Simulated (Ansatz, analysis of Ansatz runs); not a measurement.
# Migration barrier of interstitial N in bcc Mo, hop from an octahedral to the next octahedral site (PBE), part 2 of 2

How near does this set-up come to the measured migration barrier? Subject: interstitial N in bcc Mo, hop from an octahedral to the next octahedral site. Set-up: PBE, 54-site cell, PBE lattice, 420 eV, k: 3x3x3 Gamma-centred. The model is a cell of 54 host atoms with 1 N put in. The barrier is the energy of the highest image of a climbing band over the relaxed site that the atom leaves. A larger cell tests how far the defect's images disturb the number.

Ansatz 0.2.0; PBE, 54-site cell, PBE lattice, 420 eV, k: 3x3x3 Gamma-centred.

So far: Set-up; Relaxation, charge 0.

## (3) Nudged elastic band

A band of images joins the two ends; its highest image climbs to the saddle, whose energy over the site left is the barrier.

This step: plane-wave PAW DFT, PBE; nudged elastic band between two relaxed defect structures at fixed charge.

Input file neb/input.yaml:

```yaml
crystal:
  lattice:
    - [9.48346714, 0.0, 0.0]
    - [0.0, 9.48346714, 0.0]
    - [0.0, 0.0, 9.48346714]
  atoms:
    - { symbol: Mo, position: [0.000365471, 0.0, 0.0] }
    - { symbol: Mo, position: [0.167590756, 0.166281081, 0.166281081] }
    - { symbol: Mo, position: [0.00029795, 0.0, 0.332683748] }
    - { symbol: Mo, position: [0.164724985, 0.165286993, 0.5] }
    - { symbol: Mo, position: [0.00029795, 0.0, 0.667316252] }
    - { symbol: Mo, position: [0.167590756, 0.166281081, 0.833718919] }
    - { symbol: Mo, position: [0.00029795, 0.332683748, 0.0] }
    - { symbol: Mo, position: [0.164724985, 0.5, 0.165286993] }
    - { symbol: Mo, position: [-0.002745371, 0.329636669, 0.329636669] }
    - { symbol: Mo, position: [0.131399171, 0.5, 0.5] }
    - { symbol: Mo, position: [-0.002745371, 0.329636669, 0.670363331] }
    - { symbol: Mo, position: [0.164724985, 0.5, 0.834713007] }
    - { symbol: Mo, position: [0.00029795, 0.667316252, 0.0] }
    - { symbol: Mo, position: [0.167590756, 0.833718919, 0.166281081] }
    - { symbol: Mo, position: [-0.002745371, 0.670363331, 0.329636669] }
    - { symbol: Mo, position: [0.164724985, 0.834713007, 0.5] }
    - { symbol: Mo, position: [-0.002745371, 0.670363331, 0.670363331] }
    - { symbol: Mo, position: [0.167590756, 0.833718919, 0.833718919] }
    - { symbol: Mo, position: [0.333333333, 0.0, 0.0] }
    - { symbol: Mo, position: [0.499075911, 0.166281081, 0.166281081] }
    - { symbol: Mo, position: [0.333333333, 0.0, 0.333659804] }
    - { symbol: Mo, position: [0.501941682, 0.165286993, 0.5] }
    - { symbol: Mo, position: [0.333333333, 0.0, 0.666340196] }
    - { symbol: Mo, position: [0.499075911, 0.166281081, 0.833718919] }
    - { symbol: Mo, position: [0.333333333, 0.333659804, 0.0] }
    - { symbol: Mo, position: [0.501941682, 0.5, 0.165286993] }
    - { symbol: Mo, position: [0.333333333, 0.335772627, 0.335772627] }
    - { symbol: Mo, position: [0.535267495, 0.5, 0.5] }
    - { symbol: Mo, position: [0.333333333, 0.335772627, 0.664227373] }
    - { symbol: Mo, position: [0.501941682, 0.5, 0.834713007] }
[... 24 lines left out ...]
    - { symbol: "N", position: [0.333333333, 0.5, 0.5] }
basis:
  ecutwfc: 420
  xc_grid: 2
hamiltonian:
  xc: pbe
kpoints:
  mp_grid: { grid: [3, 3, 3] }
scf:
  occupations: { method: methfessel_paxton, width: 0.1 }
  max_iter: 120
output:
  forces: true
neb:
  images: 3
  f_tol: 0.04
  climbing: true
  initial_path: idpp
  max_iterations: 45
  order_check: false
  final_atoms:
[... 46 lines left out ...]
    - { symbol: Mo, position: [0.668046357, 0.333523191, 0.668663031] }
    - { symbol: Mo, position: [0.833333333, 0.500839449, 0.833090066] }
    - { symbol: Mo, position: [0.668346759, 0.668536616, 5.4683e-05] }
    - { symbol: Mo, position: [0.833333333, 0.833523191, 0.167086827] }
    - { symbol: Mo, position: [0.667052253, 0.66724211, 0.334312111] }
    - { symbol: Mo, position: [0.833333333, 0.833523191, 0.500054683] }
    - { symbol: Mo, position: [0.667052253, 0.66724211, 0.665797255] }
    - { symbol: Mo, position: [0.833333333, 0.833523191, 0.833022539] }
    - { symbol: "N", position: [0.333333333, 0.333523191, 0.500054683] }
```

The run is started by

```bash
> ansatz run input.yaml --threads 4 --pin off --max-ram 14131MiB --backend cpu --events-out ev --progress --plain --runs-dir out
```

Numbers of over 12 decimals in the logs are rounded to 6 here.

Log:

```text
[...]
Warning: neb: disabling space-group detection — the band's intermediate images generally break the endpoint symmetry, so no spatial operation reduces the k-mesh or symmetrises the density, except that a semilocal band can use its path's symmetry ahead of [...]
[...]
NEB image 0
Crystal: 55 atoms, lattice volume = 852.907 Å³
Basis set: ecut = 420 eV, 16831 PW (Γ), exchange–correlation on 128×128×128 points (8 copies of the dense FFT grid, shifted against one another)
Bands: 457, of which v1, the nominal top of the filled ones, is band 381 counted from 1 (380 counted from 0)
Symmetry: 1 space group operations
k-points: 14 of 27 (time reversal used)
[...]
SCF iter   1: F=—  HF=-268008.479318 eV  |F-HF|=—  |Δ(HF+E_count)|=         —  Δρ=4.54e-3  dr2=6.96e-1  ethr=1.77e-3  ⟨swp⟩=4.2  Hψ=21015  notcnv=0
[...]
SCF iter   7: F=-268008.454377 eV  HF=-268008.454377 eV  |F-HF|=7.86e-9  |Δ(HF+E_count)|=   2.37e-8  S|Δr|=    0.00e0  Δρ=1.53e-6  dr2=1.95e-8  ethr=1.31e-11  ⟨swp⟩=4.0  Hψ=18446  notcnv=0
SCF 1 converged in 7 iterations: F = -268008.454377 eV  dr2 = 1.95e-8
[...]
NSCF: frozen V_eff on 14 k-points
NEB image 4
SCF iter   1: F=—  HF=-268008.479447 eV  |F-HF|=—  |Δ(HF+E_count)|=         —  Δρ=4.54e-3  dr2=6.96e-1  ethr=1.77e-3  ⟨swp⟩=4.2  Hψ=21013  notcnv=0
[...]
SCF iter   7: F=-268008.454377 eV  HF=-268008.454377 eV  |F-HF|=6.69e-9  |Δ(HF+E_count)|=   2.17e-8  S|Δr|=    0.00e0  Δρ=1.50e-6  dr2=1.76e-8  ethr=1.31e-11  ⟨swp⟩=4.0  Hψ=18316  notcnv=0
SCF 2 converged in 7 iterations: F = -268008.454377 eV  dr2 = 1.76e-8
[...]
NEB end point (image 0): max|allowed force component| = 3.995e-3 eV/Å (the criterion of neb.relax_end_points is 1.000e-2)
NEB end point (image 4): max|allowed force component| = 3.982e-3 eV/Å (the criterion of neb.relax_end_points is 1.000e-2)
NEB image 1
SCF iter   1: F=—  HF=-268007.975535 eV  |F-HF|=—  |Δ(HF+E_count)|=         —  Δρ=5.46e-3  dr2=1.05e0  ethr=1.77e-3  ⟨swp⟩=4.2  Hψ=20936  notcnv=0
[...]
SCF iter   7: F=-268007.928148 eV  HF=-268007.928148 eV  |F-HF|=2.39e-8  |Δ(HF+E_count)|=   2.86e-8  S|Δr|=    0.00e0  Δρ=2.01e-6  dr2=3.30e-8  ethr=1.31e-11  ⟨swp⟩=4.0  Hψ=19092  notcnv=0
SCF 3 converged in 7 iterations: F = -268007.928148 eV  dr2 = 3.30e-8
NEB image 2
SCF iter   1: F=—  HF=-268007.365113 eV  |F-HF|=—  |Δ(HF+E_count)|=         —  Δρ=6.21e-3  dr2=1.44e0  ethr=1.77e-3  ⟨swp⟩=4.2  Hψ=20802  notcnv=0
[...]
SCF iter   7: F=-268007.293315 eV  HF=-268007.293315 eV  |F-HF|=2.14e-8  |Δ(HF+E_count)|=   3.75e-8  S|Δr|=    0.00e0  Δρ=1.98e-6  dr2=3.21e-8  ethr=1.31e-11  ⟨swp⟩=4.0  Hψ=19436  notcnv=0
SCF 4 converged in 7 iterations: F = -268007.293315 eV  dr2 = 3.21e-8
NEB image 3
SCF iter   1: F=—  HF=-268007.723930 eV  |F-HF|=—  |Δ(HF+E_count)|=         —  Δρ=5.35e-3  dr2=1.01e0  ethr=1.77e-3  ⟨swp⟩=4.2  Hψ=20832  notcnv=0
[...]
SCF iter   7: F=-268007.679734 eV  HF=-268007.679734 eV  |F-HF|=1.37e-8  |Δ(HF+E_count)|=   4.66e-9  S|Δr|=    0.00e0  Δρ=1.49e-6  dr2=1.81e-8  ethr=1.31e-11  ⟨swp⟩=4.0  Hψ=17221  notcnv=0
SCF 5 converged in 7 iterations: F = -268007.679734 eV  dr2 = 1.81e-8
NEB iter   1: max|band force component| = 4.725e0 eV/Å  barrier→ = 1.1611 eV  barrier← = 1.1611 eV  Δτ_max = 0.1130 Å  (35 SCF iters)
NEB image 1
[...]
SCF iter   7: F=-268007.969283 eV  HF=-268007.969283 eV  |F-HF|=1.78e-8  |Δ(HF+E_count)|=   4.71e-8  S|Δr|=    0.00e0  Δρ=1.51e-6  dr2=2.86e-8  ethr=1.31e-11  ⟨swp⟩=4.4  Hψ=19547  notcnv=0
SCF 6 converged in 7 iterations: F = -268007.969283 eV  dr2 = 2.86e-8
NEB image 2
[...]
SCF iter   7: F=-268007.474907 eV  HF=-268007.474907 eV  |F-HF|=1.90e-8  |Δ(HF+E_count)|=   4.19e-8  S|Δr|=    0.00e0  Δρ=1.46e-6  dr2=2.89e-8  ethr=1.31e-11  ⟨swp⟩=4.4  Hψ=19565  notcnv=0
SCF 7 converged in 7 iterations: F = -268007.474907 eV  dr2 = 2.89e-8
NEB image 3
[...]
SCF iter   7: F=-268007.884515 eV  HF=-268007.884515 eV  |F-HF|=1.54e-8  |Δ(HF+E_count)|=   3.85e-8  S|Δr|=    0.00e0  Δρ=1.30e-6  dr2=2.30e-8  ethr=1.31e-11  ⟨swp⟩=4.2  Hψ=19525  notcnv=0
SCF 8 converged in 7 iterations: F = -268007.884515 eV  dr2 = 2.30e-8
NEB iter   2: max|band force component| = 1.781e0 eV/Å  barrier→ = 0.9795 eV  barrier← = 0.9795 eV  Δτ_max = 0.0553 Å  (21 SCF iters)
NEB image 1
[...]
SCF iter   7: F=-268008.091328 eV  HF=-268008.091328 eV  |F-HF|=1.11e-8  |Δ(HF+E_count)|=   1.86e-8  S|Δr|=    0.00e0  Δρ=1.37e-6  dr2=1.76e-8  ethr=1.31e-11  ⟨swp⟩=4.1  Hψ=18363  notcnv=0
SCF 9 converged in 7 iterations: F = -268008.091328 eV  dr2 = 1.76e-8
NEB image 2
[...]
SCF iter   7: F=-268007.710553 eV  HF=-268007.710553 eV  |F-HF|=5.76e-9  |Δ(HF+E_count)|=   1.26e-8  S|Δr|=    0.00e0  Δρ=1.55e-6  dr2=1.77e-8  ethr=1.31e-11  ⟨swp⟩=4.4  Hψ=19552  notcnv=0
SCF 10 converged in 7 iterations: F = -268007.710553 eV  dr2 = 1.77e-8
NEB image 3
[...]
SCF iter   7: F=-268008.059403 eV  HF=-268008.059403 eV  |F-HF|=6.69e-9  |Δ(HF+E_count)|=   2.98e-8  S|Δr|=    0.00e0  Δρ=1.28e-6  dr2=1.43e-8  ethr=1.31e-11  ⟨swp⟩=4.3  Hψ=19185  notcnv=0
SCF 11 converged in 7 iterations: F = -268008.059403 eV  dr2 = 1.43e-8
NEB iter   3: max|band force component| = 7.543e-1 eV/Å  barrier→ = 0.7438 eV  barrier← = 0.7438 eV  Δτ_max = 0.0424 Å  (21 SCF iters)
[...]
NEB iter   4: max|band force component| = 3.227e-1 eV/Å  barrier→ = 0.7033 eV  barrier← = 0.7033 eV  CI = image 2  Δτ_max = 0.0400 Å  (18 SCF iters)
[...]
NEB iter   5: max|band force component| = 1.266e-1 eV/Å  barrier→ = 0.6877 eV  barrier← = 0.6877 eV  CI = image 2  Δτ_max = 0.0489 Å  (18 SCF iters)
[...]
NEB iter   6: max|band force component| = 6.646e-2 eV/Å  barrier→ = 0.6847 eV  barrier← = 0.6847 eV  CI = image 2  Δτ_max = 0.0120 Å  (18 SCF iters)
NEB image 1
[...]
SCF iter   6: F=-268008.091131 eV  HF=-268008.091131 eV  |F-HF|=3.03e-9  |Δ(HF+E_count)|=   7.58e-8  S|Δr|=    0.00e0  Δρ=9.27e-7  dr2=7.32e-9  ethr=1.31e-11  ⟨swp⟩=4.1  Hψ=18997  notcnv=0
SCF 21 converged in 6 iterations: F = -268008.091131 eV  dr2 = 7.32e-9
NEB image 2
[...]
SCF iter   6: F=-268007.770370 eV  HF=-268007.770370 eV  |F-HF|=1.86e-9  |Δ(HF+E_count)|=   2.82e-8  S|Δr|=    0.00e0  Δρ=5.97e-7  dr2=3.36e-9  ethr=1.31e-11  ⟨swp⟩=3.4  Hψ=15602  notcnv=0
SCF 22 converged in 6 iterations: F = -268007.770370 eV  dr2 = 3.36e-9
NEB image 3
[...]
SCF iter   6: F=-268008.089501 eV  HF=-268008.089501 eV  |F-HF|=1.51e-9  |Δ(HF+E_count)|=   2.32e-8  S|Δr|=    0.00e0  Δρ=5.07e-7  dr2=2.76e-9  ethr=1.31e-11  ⟨swp⟩=4.1  Hψ=17012  notcnv=0
SCF 23 converged in 6 iterations: F = -268008.089501 eV  dr2 = 2.76e-9
NEB image 1
[...]
NEB image 3
[...]
NEB image 2
[...]
NEB iter   7: max|band force component| = 3.415e-2 eV/Å  barrier→ = 0.6840 eV  barrier← = 0.6840 eV  CI = image 2  Δτ_max = 0.0000 Å  (18 SCF iters)
SCF converged after 6 iterations
[...]
Free energy (F): -268007.770370 eV
[...]
Internal energy: -268007.785561 eV  (E = F + TS)
E sigma→0 (E₀):  -268007.774168 eV
Entropy (-TS):   0.015191 eV (0.276 meV/atom)
Fermi energy:    20.940558 eV
[...]
--- Forces (eV/Å), atoms counted from 1 ---
  atom   1  Mo    -0.00385131    -0.00164740    -0.00094096
  atom   2  Mo    -0.00250505    -0.01369178    -0.00983496
  [... 5 atoms left out ...]
  atom   8  Mo    -0.00370040    -0.00682277    -0.02012160
  [... 1 atom left out ...]
  atom  10  Mo    -0.00668771    -0.00112243     0.00975729
  [... 1 atom left out ...]
  atom  12  Mo    -0.00185181     0.00489513    -0.00563350
  [... 3 atoms left out ...]
  atom  16  Mo    -0.00559352    -0.00508328     0.00794665
  [... 10 atoms left out ...]
  atom  27  Mo     0.00157452     0.00036331     0.01114480
  atom  28  Mo     0.01296083     0.00007888     0.00941905
  atom  29  Mo     0.00121917    -0.00266499     0.01767918
  [... 3 atoms left out ...]
  atom  33  Mo     0.00022181     0.01052273     0.00752991
  [... 1 atom left out ...]
  atom  35  Mo     0.00059548    -0.00163931     0.01343676
  [... 19 atoms left out ...]
  atom  55  N     -0.00470148     0.00219601    -0.02436750
  max |Σ_I F_I| component: 7.22e-6 eV/Å
--- Band table (eV; the first three rows and the last of 14) ---
[...]
[... further k-points left out ...]
this run last wrote the band of iteration 7 to <dir>
--- NEB band (5 images, 7 band iterations, 149 SCF iterations) ---
  forward barrier  = 0.684007 eV
  backward barrier = 0.684007 eV
  lagrangian_above_aufbau_ev (what the smearing adds, to first order; not taken off the barriers): saddle image +0.007105 eV, end points +0.000538 and +0.000538 eV
  climbing image's point = of an order that was not read
  energies are F+E_penalty+E_count in eV, relative to image 0
  image     s (Å)  Δ vs image 0  max|band force component| (eV/Å)
      0    0.0000      0.000000                                 —
      1    0.4506      0.363246                          3.415e-2
  *   2    0.9013      0.684007                          2.435e-2
      3    1.3532      0.364876                          1.751e-2
      4    1.8051      0.000000                                 —
  climbing-image geometry (image 2):
  cell:  # Å, volume = 852.9065 Å³
    - [9.48346714, 0.0, 0.0]
    - [0.0, 9.48346714, 0.0]
    - [0.0, 0.0, 9.48346714]
  atoms:
    - { symbol: Mo, position: [-0.000963, -0.000245, 1.7702948306541208e-5] }
    - { symbol: Mo, position: [0.164792, 0.163093, 0.163773] }
    - { symbol: Mo, position: [-6.786710882050428e-5, 0.001156, 0.333668] }
    - { symbol: Mo, position: [0.164539, 0.163640, 0.500027] }
    - { symbol: Mo, position: [-5.779388403738339e-5, 0.001112, 0.666242] }
    - { symbol: Mo, position: [0.164767, 0.162829, 0.836401] }
    - { symbol: Mo, position: [-0.000182, 0.334141, 2.7053491637432835e-5] }
    - { symbol: Mo, position: [0.164601, 0.500444, 0.166049] }
    - { symbol: Mo, position: [-0.000726, 0.333136, 0.331269] }
    - { symbol: Mo, position: [0.148089, 0.504850, 0.499956] }
    - { symbol: Mo, position: [-0.000763, 0.333120, 0.668713] }
    - { symbol: Mo, position: [0.164595, 0.500226, 0.834256] }
    - { symbol: Mo, position: [-0.000580, 0.667712, 3.886321858504077e-5] }
    - { symbol: Mo, position: [0.167031, 0.832465, 0.166601] }
    - { symbol: Mo, position: [-0.002988, 0.670524, 0.331437] }
    - { symbol: Mo, position: [0.166436, 0.833061, 0.499927] }
    - { symbol: Mo, position: [-0.002992, 0.670522, 0.668545] }
    - { symbol: Mo, position: [0.167012, 0.832237, 0.833368] }
    - { symbol: Mo, position: [0.333327, 0.000306, 0.000228] }
    - { symbol: Mo, position: [0.501848, 0.163082, 0.163768] }
    - { symbol: Mo, position: [0.333306, 0.000487, 0.333246] }
    - { symbol: Mo, position: [0.502014, 0.163607, 0.500026] }
    - { symbol: Mo, position: [0.333320, 0.000486, 0.667115] }
    - { symbol: Mo, position: [0.501910, 0.162843, 0.836405] }
    - { symbol: Mo, position: [0.333292, 0.335004, 4.4090796474348456e-5] }
    - { symbol: Mo, position: [0.502026, 0.500441, 0.166018] }
    - { symbol: Mo, position: [0.333337, 0.328805, 0.314870] }
    - { symbol: Mo, position: [0.518586, 0.504877, 0.499951] }
    - { symbol: Mo, position: [0.333333, 0.328574, 0.685251] }
    - { symbol: Mo, position: [0.502083, 0.500247, 0.834244] }
    - { symbol: Mo, position: [0.333350, 0.668748, -0.000127] }
    - { symbol: Mo, position: [0.499600, 0.832468, 0.166616] }
    - { symbol: Mo, position: [0.333336, 0.669904, 0.331075] }
    - { symbol: Mo, position: [0.500326, 0.833038, 0.499941] }
    - { symbol: Mo, position: [0.333333, 0.669907, 0.668537] }
    - { symbol: Mo, position: [0.499600, 0.832260, 0.833390] }
    - { symbol: Mo, position: [0.667653, -0.000265, 7.08192364602325e-6] }
    - { symbol: Mo, position: [0.833327, 0.165797, 0.166192] }
    - { symbol: Mo, position: [0.666701, 0.001226, 0.333657] }
    - { symbol: Mo, position: [0.833287, 0.164760, 0.500074] }
    - { symbol: Mo, position: [0.666729, 0.001163, 0.666236] }
    - { symbol: Mo, position: [0.833350, 0.165817, 0.834059] }
    - { symbol: Mo, position: [0.666778, 0.334118, 5.6049381778123294e-5] }
    - { symbol: Mo, position: [0.833316, 0.499336, 0.166436] }
    - { symbol: Mo, position: [0.667481, 0.333208, 0.331285] }
    - { symbol: Mo, position: [0.833334, 0.498484, 0.499886] }
    - { symbol: Mo, position: [0.667479, 0.333167, 0.668747] }
    - { symbol: Mo, position: [0.833347, 0.499386, 0.833400] }
    - { symbol: Mo, position: [0.667307, 0.667698, 6.0538275511065495e-5] }
    - { symbol: Mo, position: [0.833330, 0.833780, 0.165783] }
    - { symbol: Mo, position: [0.669679, 0.670605, 0.331449] }
    - { symbol: Mo, position: [0.833392, 0.833225, 0.500012] }
    - { symbol: Mo, position: [0.669679, 0.670577, 0.668568] }
    - { symbol: Mo, position: [0.833319, 0.833801, 0.834384] }
    - { symbol: N, position: [0.333378, 0.416901, 0.500299] }
```

The job ended after 1.6 h (4 threads of Arm Neoverse V2, shared host; peak memory 11 GiB).

Reading the cycles: dr2 is the Hartree energy of the density residual (eV), the measure of convergence; HF is the Harris–Foulkes estimate of the energy, which meets the free energy F at convergence.

Images along the path:

| image | path (Å) | energy (eV) | N55: x, y, z (Å) |
| --- | --- | --- | --- |
| 0 | 0.000 | 0.0000 | 3.161, 4.742, 4.742 |
| 1 | 0.451 | 0.3632 | 3.162, 4.336, 4.742 |
| 2 | 0.901 | 0.6840 | 3.162, 3.954, 4.745 |
| 3 | 1.353 | 0.3649 | 3.155, 3.570, 4.744 |
| 4 | 1.805 | 0.0000 | 3.161, 3.163, 4.742 |

This step gave:

```
free energy      : -268007.7704 eV
smearing term TS : -0.01519 eV
barrier forward  : 0.6840 eV
barrier backward : 0.6840 eV
```

## (4) Outcome

| Property | Result |
| --- | --- |
| migration barrier (saddle less minimum) | 0.68 eV |
| energy difference of the two ends | 0.00 eV |
| length of the hop | 1.58 Å |
| time of the whole chain | 1.8 h on 4 threads |

**Reading.** Migration barrier: computed 0.68 eV, measured 1.2 eV and 1.08 eV; 0.40 eV below the nearest measurement. The measured number is an Arrhenius activation energy of long-range diffusion; for H it holds zero-point energy and, in bcc metals near room temperature, tunnelling. One hop between neighbouring sites is computed at the host's lattice.

[Logs are printed without paths, hosts, clocks, repeated set-up lines and the standing remarks that a program may print on its own settings, such as how far it seeks lower states.]

[Hosts, paths, dates, database ids (printed as entryN), source tags and the programs' standing remarks are cut or masked in the printed files.]

[For some hosts the program warned that the k-mesh of the response run may be too coarse for force constants and the static dielectric constant; such warnings are not shown here.]
